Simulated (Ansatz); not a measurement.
In doubt: masses and optical values from hybrid runs of this build are listed as unsure (in some of the runs), which bears on the screening that GW takes from such a start.

System: YCrB4 (Pbam).

```yaml
crystal:
  lattice:
    - [5.97200, 0.00000, 0.00000]
    - [0.00000, 11.46000, 0.00000]
    - [0.00000, 0.00000, 3.46100]
  atoms:
    - { symbol: Y, position: [0.12412, 0.15037, 0.00000] }
    - { symbol: Y, position: [0.87588, 0.84963, 0.00000] }
    - { symbol: Y, position: [0.62412, 0.34963, 0.00000] }
    - { symbol: Y, position: [0.37588, 0.65037, 0.00000] }
    - { symbol: Cr, position: [0.12013, 0.42178, 0.00000] }
    - { symbol: Cr, position: [0.87987, 0.57822, 0.00000] }
    - { symbol: Cr, position: [0.62013, 0.07822, 0.00000] }
    - { symbol: Cr, position: [0.37987, 0.92178, 0.00000] }
    - { symbol: B, position: [0.27888, 0.31667, 0.50000] }
    - { symbol: B, position: [0.72112, 0.68333, 0.50000] }
    - { symbol: B, position: [0.77888, 0.18333, 0.50000] }
    - { symbol: B, position: [0.22112, 0.81667, 0.50000] }
    - { symbol: B, position: [0.47560, 0.19123, 0.50000] }
    - { symbol: B, position: [0.52440, 0.80877, 0.50000] }
    - { symbol: B, position: [0.97560, 0.30877, 0.50000] }
    - { symbol: B, position: [0.02440, 0.69123, 0.50000] }
    - { symbol: B, position: [0.38769, 0.04654, 0.50000] }
    - { symbol: B, position: [0.61231, 0.95346, 0.50000] }
    - { symbol: B, position: [0.88769, 0.45346, 0.50000] }
    - { symbol: B, position: [0.11231, 0.54654, 0.50000] }
    - { symbol: B, position: [0.36116, 0.46746, 0.50000] }
    - { symbol: B, position: [0.63884, 0.53254, 0.50000] }
    - { symbol: B, position: [0.86116, 0.03254, 0.50000] }
    - { symbol: B, position: [0.13884, 0.96746, 0.50000] }
```

Geometry: measured cell, ions relaxed with LDA. The runs that relaxed it are not among those shown. PAW set soft_2, made with PBE.

Gaps computed with Ansatz 0.2.0 without a self-energy: HSE06 0.60 eV, r2SCAN 0.24 eV and PBE0 1.25 eV.

Q: Estimate the G0W0@HSE06 gap with 2×2×4 mesh, 459 empty bands, screening to 90 eV, default PAW files.

About 0.42 eV: on its mesh the run moves the gap from 0.64 eV by −0.22 eV. A band edge moves to another state on the way. Among the scalar-relativistic levels given, r2SCAN is nearest (−0.18 eV). Bands and cutoff are finite, so the gap is not at the basis limit. The miss can reach some tenths of an eV and take either sign; the mesh is an error of its own. The 2×2×4 mesh is coarse for this cell (its supercell is 12 Å along the shortest edge). The RPA ε∞ on it, from the HSE06 start, is 19.67, 20.23 and 26.17; such meshes misread the long-range screening, most where the gap is narrow. The program warns that the mesh is coarse for exact exchange, which bears on the hybrid start's gap. The runs have no spin polarisation. For a closed low-spin shell that is the natural state; where a d or f shell is open it is a constraint, and the gap is then not the crystal's own. With d states at the gap, one-shot GW leans hard on its start. The many-body steps are scalar-relativistic: spin-orbit coupling is not in them.

[Paths, hosts, dates, memory and timing lines, banners, echoed tables and standing remarks are left out of the program output.]

[Logs are printed without paths, hosts, clocks, repeated set-up lines and the standing remarks that a program may print on its own settings, such as how far it seeks lower states.]

[Runs of the session that timed out or met a known fault of the program may be left out.]

[Cells called generated may have been cut or substituted from an entry of the Crystallography Open Database or the Materials Project.]

[Hosts, paths, dates, database ids (printed as entryN), source tags and the programs' standing remarks are cut or masked in the printed files.]
